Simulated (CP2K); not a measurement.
Two runs for the C K edge of 2-ethynylpyrimidine. Run A: CP2K XAS_TDP, all-electron GAPW, PBEh(45%), aug-cc-pVDZ, TDA, no relativity. Run B differs in one setting.

First lines with a strength over 0.0015. A:

| atom | energy (eV) | states | strength, one atom |
| --- | --- | --- | --- |
| C1 (bonded to C and H) | 281.12 | 1 | 0.0433 |
|  | 282.31 | 1 | 0.0481 |
|  | 284.66 | 1 | 0.0069 |
|  | 285.42 | 1 | 0.0034 |
|  | 285.63 | 1 | 0.0036 |
| C2 (bonded to 2 C) | 281.40 | 1 | 0.0226 |
|  | 282.10 | 1 | 0.0535 |
|  | 284.43 | 1 | 0.0340 |
|  | 286.81 | 1 | 0.0031 |
|  | 288.10 | 1 | 0.0022 |
| C3 (bonded to C and 2 N) | 282.48 | 1 | 0.0552 |
|  | 287.10 | 1 | 0.0035 |
|  | 287.44 | 1 | 0.0016 |
|  | 288.04 | 1 | 0.0040 |
|  | 288.06 | 1 | 0.0076 |
| C5 (bonded to C, N and H), 2 alike | 281.53 | 1 | 0.0589 |
|  | 285.69 | 1 | 0.0125 |
|  | 286.79 | 1 | 0.0030 |
|  | 287.37 | 1 | 0.0037 |
|  | 287.49 | 1 | 0.0050 |
| C6 (bonded to 2 C and H) | 281.26 | 1 | 0.0474 |
|  | 284.53 | 1 | 0.0126 |
|  | 285.98 | 1 | 0.0043 |
|  | 286.04 | 1 | 0.0107 |
|  | 287.25 | 1 | 0.0057 |

B:

| atom | energy (eV) | states | strength, one atom |
| --- | --- | --- | --- |
| C1 (bonded to C and H) | 285.28 | 1 | 0.0534 |
|  | 286.31 | 1 | 0.0561 |
|  | 289.34 | 1 | 0.0118 |
|  | 290.42 | 1 | 0.0041 |
|  | 291.19 | 2 | 0.0072 |
| C2 (bonded to 2 C) | 285.75 | 1 | 0.0360 |
|  | 286.03 | 1 | 0.0603 |
|  | 289.16 | 1 | 0.0297 |
|  | 291.91 | 2 | 0.0066 |
|  | 293.29 | 1 | 0.0031 |
| C3 (bonded to C and 2 N) | 286.40 | 1 | 0.0661 |
|  | 292.12 | 1 | 0.0070 |
|  | 292.59 | 1 | 0.0069 |
|  | 293.17 | 1 | 0.0099 |
|  | 293.35 | 1 | 0.0066 |
| C5 (bonded to C, N and H), 2 alike | 285.40 | 1 | 0.0686 |
|  | 290.43 | 1 | 0.0218 |
|  | 291.94 | 1 | 0.0036 |
|  | 292.43 | 1 | 0.0043 |
|  | 292.62 | 1 | 0.0066 |
| C6 (bonded to 2 C and H) | 285.40 | 1 | 0.0571 |
|  | 289.19 | 1 | 0.0202 |
|  | 290.98 | 1 | 0.0056 |
|  | 291.08 | 1 | 0.0083 |
|  | 291.92 | 1 | 0.0021 |

**Question.** Which was it: the basis, the functional, scalar relativity switched on, GW2X switched on?

The functional (functional from PBEh(45%) to PBEh(60%); the lines alone don't name the new value). A functional moves all lines by electronvolts and changes their spacings and strengths. Against PBEh(45%) in aug-cc-pVDZ, the leading lines move by +4.16 eV (C1, to 285.28), +4.35 eV (C2, to 285.75), +3.92 eV (C3, to 286.40), +3.87 eV (C5, to 285.40) and +4.14 eV (C6, to 285.40); the strength of C1's goes from 0.0433 to 0.0534. The next line of C1 over the strength cut lies 1.03 eV higher, against 1.19.

[Hosts, paths, dates, database ids (printed as entryN), source tags and the programs' standing remarks are cut or masked in the printed files.]
